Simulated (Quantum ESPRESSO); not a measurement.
# Ba2Fe2Se2OF2: which magnetic order is lowest, part 3 of 3

Aim: find out which collinear order of Ba2Fe2Se2OF2 costs least.

Quantum ESPRESSO 7.5; PBEsol with U = 4.5 eV on Fe d (ortho-atomic projectors); plane waves with GBRV 1.5 PBEsol potentials, no spin-orbit coupling.

So far, absolute magnetization (μB): step 2 (run 1, typed as ferro ++) 8.04; step 3 (run 2, typed as antiferro +−) 7.61; step 5 (the lowest state again, with its states saved) 7.61.

**6. Projections on atomic orbitals**

Level of this step: PBEsol with U = 4.5 eV on Fe d (ortho-atomic projectors); plane waves with GBRV 1.5 PBEsol potentials, no spin-orbit coupling, projections on orthogonalised atomic orbitals (Quantum ESPRESSO).

projwfc.x projects the saved states on orthogonalised atomic orbitals of the pseudopotential files.

The log of the run:

```text
[banner, memory and clock lines left out]
Program PROJWFC v.7.5 starts

     [... lines left out ...]
     IMPORTANT: XC functional enforced from input :
     Exchange-correlation= PBESOL
                           (   1   4  10   8   0   0   0)
     Any further DFT definition will be discarded
     Please, verify this is what you really want

     G-vector sticks info

     Check: negative core charge=   -0.000013

     negative rho (up, down):  8.871E-02 8.871E-02

     Gaussian broadening (read from input): ngauss,degauss=   0    0.010000

     Calling projwave ....

  Problem Sizes
  natomwfc =           72
  nbnd     =           59
  nkstot   =           92
  npwx     =         4996
  nkb      =          151

     Atomic states used for projection
     (read from pseudopotential files):

     state #   1: atom   1 (Ba ), wfc  1 (l=0 m= 1)
     state #   2: atom   1 (Ba ), wfc  2 (l=1 m= 1)
     state #   3: atom   1 (Ba ), wfc  2 (l=1 m= 2)
     state #   4: atom   1 (Ba ), wfc  2 (l=1 m= 3)
     state #   5: atom   1 (Ba ), wfc  3 (l=2 m= 1)
     state #   6: atom   1 (Ba ), wfc  3 (l=2 m= 2)
     state #   7: atom   1 (Ba ), wfc  3 (l=2 m= 3)
     state #   8: atom   1 (Ba ), wfc  3 (l=2 m= 4)
     state #   9: atom   1 (Ba ), wfc  3 (l=2 m= 5)
     state #  10: atom   1 (Ba ), wfc  4 (l=0 m= 1)
     state #  11: atom   1 (Ba ), wfc  5 (l=1 m= 1)
     state #  12: atom   1 (Ba ), wfc  5 (l=1 m= 2)
     state #  13: atom   1 (Ba ), wfc  5 (l=1 m= 3)
     state #  14: atom   2 (Ba ), wfc  1 (l=0 m= 1)
     state #  15: atom   2 (Ba ), wfc  2 (l=1 m= 1)
     state #  16: atom   2 (Ba ), wfc  2 (l=1 m= 2)
     state #  17: atom   2 (Ba ), wfc  2 (l=1 m= 3)
     state #  18: atom   2 (Ba ), wfc  3 (l=2 m= 1)
     state #  19: atom   2 (Ba ), wfc  3 (l=2 m= 2)
     state #  20: atom   2 (Ba ), wfc  3 (l=2 m= 3)
     state #  21: atom   2 (Ba ), wfc  3 (l=2 m= 4)
     state #  22: atom   2 (Ba ), wfc  3 (l=2 m= 5)
     state #  23: atom   2 (Ba ), wfc  4 (l=0 m= 1)
     state #  24: atom   2 (Ba ), wfc  5 (l=1 m= 1)
     state #  25: atom   2 (Ba ), wfc  5 (l=1 m= 2)
     state #  26: atom   2 (Ba ), wfc  5 (l=1 m= 3)
     state #  27: atom   3 (Fe1), wfc  1 (l=0 m= 1)
     state #  28: atom   3 (Fe1), wfc  2 (l=1 m= 1)
     state #  29: atom   3 (Fe1), wfc  2 (l=1 m= 2)
     state #  30: atom   3 (Fe1), wfc  2 (l=1 m= 3)
     state #  31: atom   3 (Fe1), wfc  3 (l=2 m= 1)
     state #  32: atom   3 (Fe1), wfc  3 (l=2 m= 2)
     state #  33: atom   3 (Fe1), wfc  3 (l=2 m= 3)
     state #  34: atom   3 (Fe1), wfc  3 (l=2 m= 4)
     state #  35: atom   3 (Fe1), wfc  3 (l=2 m= 5)
     state #  36: atom   3 (Fe1), wfc  4 (l=0 m= 1)
     state #  37: atom   3 (Fe1), wfc  5 (l=1 m= 1)
     state #  38: atom   3 (Fe1), wfc  5 (l=1 m= 2)
     state #  39: atom   3 (Fe1), wfc  5 (l=1 m= 3)
     state #  40: atom   4 (Fe2), wfc  1 (l=0 m= 1)
     state #  41: atom   4 (Fe2), wfc  2 (l=1 m= 1)
     state #  42: atom   4 (Fe2), wfc  2 (l=1 m= 2)
     state #  43: atom   4 (Fe2), wfc  2 (l=1 m= 3)
     state #  44: atom   4 (Fe2), wfc  3 (l=2 m= 1)
     state #  45: atom   4 (Fe2), wfc  3 (l=2 m= 2)
     state #  46: atom   4 (Fe2), wfc  3 (l=2 m= 3)
     state #  47: atom   4 (Fe2), wfc  3 (l=2 m= 4)
     state #  48: atom   4 (Fe2), wfc  3 (l=2 m= 5)
     state #  49: atom   4 (Fe2), wfc  4 (l=0 m= 1)
     state #  50: atom   4 (Fe2), wfc  5 (l=1 m= 1)
     state #  51: atom   4 (Fe2), wfc  5 (l=1 m= 2)
     state #  52: atom   4 (Fe2), wfc  5 (l=1 m= 3)
     state #  53: atom   5 (Se ), wfc  1 (l=0 m= 1)
     state #  54: atom   5 (Se ), wfc  2 (l=1 m= 1)
     state #  55: atom   5 (Se ), wfc  2 (l=1 m= 2)
     state #  56: atom   5 (Se ), wfc  2 (l=1 m= 3)
     state #  57: atom   6 (Se ), wfc  1 (l=0 m= 1)
     state #  58: atom   6 (Se ), wfc  2 (l=1 m= 1)
     state #  59: atom   6 (Se ), wfc  2 (l=1 m= 2)
     state #  60: atom   6 (Se ), wfc  2 (l=1 m= 3)
     state #  61: atom   7 (O  ), wfc  1 (l=0 m= 1)
     state #  62: atom   7 (O  ), wfc  2 (l=1 m= 1)
[...]
spin up      =   9.6995, p =  3.5640, pz=  1.1795, px=  1.2028, py=  1.1817,
                 spin up      =   9.6995, d =  4.9202, dz2=  0.9778, dxz=  0.9866, dyz=  0.9915, dx2-y2=  0.9825, dxy=  0.9819,
                 spin down    =   5.9296, s =  1.1744,
                 spin down    =   5.9296, p =  3.5184, pz=  1.1710, px=  1.1863, py=  1.1611,
                 spin down    =   5.9296, d =  1.2368, dz2=  0.7675, dxz=  0.0952, dyz=  0.0353, dx2-y2=  0.3021, dxy=  0.0367,
                 polarization =   3.7698, s =  0.0408, p =  0.0456, d =  3.6834,
     Atom #   4: total charge =  15.6291, s =  2.3896, p =  7.0824, d =  6.1571,
                 spin up      =   5.9296, s =  1.1744,
                 spin up      =   5.9296, p =  3.5184, pz=  1.1710, px=  1.1611, py=  1.1863,
                 spin up      =   5.9296, d =  1.2368, dz2=  0.7673, dxz=  0.0353, dyz=  0.0953, dx2-y2=  0.3023, dxy=  0.0367,
                 spin down    =   9.6994, s =  1.2152,
                 spin down    =   9.6994, p =  3.5640, pz=  1.1795, px=  1.1817, py=  1.2028,
                 spin down    =   9.6994, d =  4.9202, dz2=  0.9778, dxz=  0.9915, dyz=  0.9866, dx2-y2=  0.9825, dxy=  0.9819,
                 polarization =  -3.7698, s = -0.0408, p = -0.0456, d = -3.6834,
     Atom #   5: total charge =   5.8881, s =  1.5417, p =  4.3464, d =  0.0000,
                 spin up      =   2.9440, s =  0.7709,
                 spin up      =   2.9440, p =  2.1732, pz=  0.7296, px=  0.7255, py=  0.7181,
                 spin up      =   2.9440, d =  0.0000, dz2=  0.0000, dxz=  0.0000, dyz=  0.0000, dx2-y2=  0.0000, dxy=  0.0000,
                 spin down    =   2.9441, s =  0.7709,
                 spin down    =   2.9441, p =  2.1732, pz=  0.7296, px=  0.7181, py=  0.7255,
                 spin down    =   2.9441, d =  0.0000, dz2=  0.0000, dxz=  0.0000, dyz=  0.0000, dx2-y2=  0.0000, dxy=  0.0000,
                 polarization =  -0.0000, s = -0.0000, p = -0.0000, d =  0.0000,
     Atom #   6: total charge =   5.8881, s =  1.5417, p =  4.3464, d =  0.0000,
                 spin up      =   2.9440, s =  0.7709,
                 spin up      =   2.9440, p =  2.1732, pz=  0.7296, px=  0.7255, py=  0.7181,
                 spin up      =   2.9440, d =  0.0000, dz2=  0.0000, dxz=  0.0000, dyz=  0.0000, dx2-y2=  0.0000, dxy=  0.0000,
                 spin down    =   2.9441, s =  0.7709,
                 spin down    =   2.9441, p =  2.1732, pz=  0.7296, px=  0.7181, py=  0.7255,
                 spin down    =   2.9441, d =  0.0000, dz2=  0.0000, dxz=  0.0000, dyz=  0.0000, dx2-y2=  0.0000, dxy=  0.0000,
                 polarization =  -0.0000, s = -0.0000, p = -0.0000, d =  0.0000,
     Atom #   7: total charge =   6.4992, s =  1.6574, p =  4.8418, d =  0.0000,
                 spin up      =   3.2496, s =  0.8287,
                 spin up      =   3.2496, p =  2.4209, pz=  0.8666, px=  0.7829, py=  0.7715,
                 spin up      =   3.2496, d =  0.0000, dz2=  0.0000, dxz=  0.0000, dyz=  0.0000, dx2-y2=  0.0000, dxy=  0.0000,
                 spin down    =   3.2496, s =  0.8287,
                 spin down    =   3.2496, p =  2.4209, pz=  0.8666, px=  0.7715, py=  0.7829,
                 spin down    =   3.2496, d =  0.0000, dz2=  0.0000, dxz=  0.0000, dyz=  0.0000, dx2-y2=  0.0000, dxy=  0.0000,
                 polarization =  -0.0000, s = -0.0000, p = -0.0000, d =  0.0000,
     Atom #   8: total charge =   7.3219, s =  1.7828, p =  5.5391, d =  0.0000,
                 spin up      =   3.6610, s =  0.8914,
                 spin up      =   3.6610, p =  2.7695, pz=  0.9187, px=  0.9255, py=  0.9254,
                 spin up      =   3.6610, d =  0.0000, dz2=  0.0000, dxz=  0.0000, dyz=  0.0000, dx2-y2=  0.0000, dxy=  0.0000,
                 spin down    =   3.6610, s =  0.8914,
                 spin down    =   3.6610, p =  2.7695, pz=  0.9187, px=  0.9254, py=  0.9255,
                 spin down    =   3.6610, d =  0.0000, dz2=  0.0000, dxz=  0.0000, dyz=  0.0000, dx2-y2=  0.0000, dxy=  0.0000,
                 polarization =  -0.0000, s =  0.0000, p = -0.0000, d =  0.0000,
     Atom #   9: total charge =   7.3219, s =  1.7828, p =  5.5391, d =  0.0000,
                 spin up      =   3.6610, s =  0.8914,
                 spin up      =   3.6610, p =  2.7695, pz=  0.9187, px=  0.9255, py=  0.9254,
                 spin up      =   3.6610, d =  0.0000, dz2=  0.0000, dxz=  0.0000, dyz=  0.0000, dx2-y2=  0.0000, dxy=  0.0000,
                 spin down    =   3.6610, s =  0.8914,
                 spin down    =   3.6610, p =  2.7695, pz=  0.9187, px=  0.9254, py=  0.9255,
                 spin down    =   3.6610, d =  0.0000, dz2=  0.0000, dxz=  0.0000, dyz=  0.0000, dx2-y2=  0.0000, dxy=  0.0000,
                 polarization =  -0.0000, s =  0.0000, p = -0.0000, d =  0.0000,
     Spilling Parameter:   0.0030
```

Elapsed: 6.8 s, on 4 MPI ranks of Intel Xeon Platinum 8488C (Sapphire Rapids), shared host; peak memory 0.94 GiB; 27 s of CPU time.

```
atom  moment in the sphere (μB)  Löwdin moment (μB)  Löwdin charge (e)
 Ba1                      0.000               0.000              9.786
 Ba2                      0.000               0.000              9.786
 Fe3                      3.381               3.770             15.629
 Fe4                     -3.381              -3.770             15.629
 Se5                      0.000               0.000              5.888
 Se6                      0.000               0.000              5.888
  O7                      0.000               0.000              6.499
  F8                      0.000               0.000              7.322
  F9                      0.000               0.000              7.322
```

**7. Occupations of the corrected shells in the lowest state**

Occupations of the Hubbard shells:

```
block  type  shell  spin  electrons             occupation numbers
    3   Fe1     3d    up       4.92  0.975 0.982 0.985 0.987 0.991
    3   Fe1     3d  down      1.237  0.035 0.037 0.095 0.128 0.942
    4   Fe2     3d    up      1.237  0.035 0.037 0.095 0.128 0.942
    4   Fe2     3d  down       4.92  0.975 0.982 0.985 0.987 0.991
```

**8. Outcome**

```yaml
lowest_state_found: antiferromagnetic (from antiferro +-)
largest_site_moment: 3.38 μB
next_state_with_moments: ferromagnetic, 35.9 meV a seeded atom higher
```

What this shows: The largest moment reads 3.38 μB in the sphere and 3.77 μB by Löwdin projection; a site moment hangs on how space is shared out. This is the lowest of 2 collinear or spinless starts, no proof of the ground state.

[Logs and program files are shortened in this print: banners, set-up blocks, solver, clock and traceback lines can be left out without a mark of their own.]

[Logs are printed without paths, hosts, clocks, repeated set-up lines and the standing remarks that a program may print on its own settings, such as how far it seeks lower states.]

[Hosts, paths, dates, database ids (printed as entryN), source tags and the programs' standing remarks are cut or masked in the printed files.]

[Where a cell is said to come from a database of computed structures, the database is the Materials Project.]
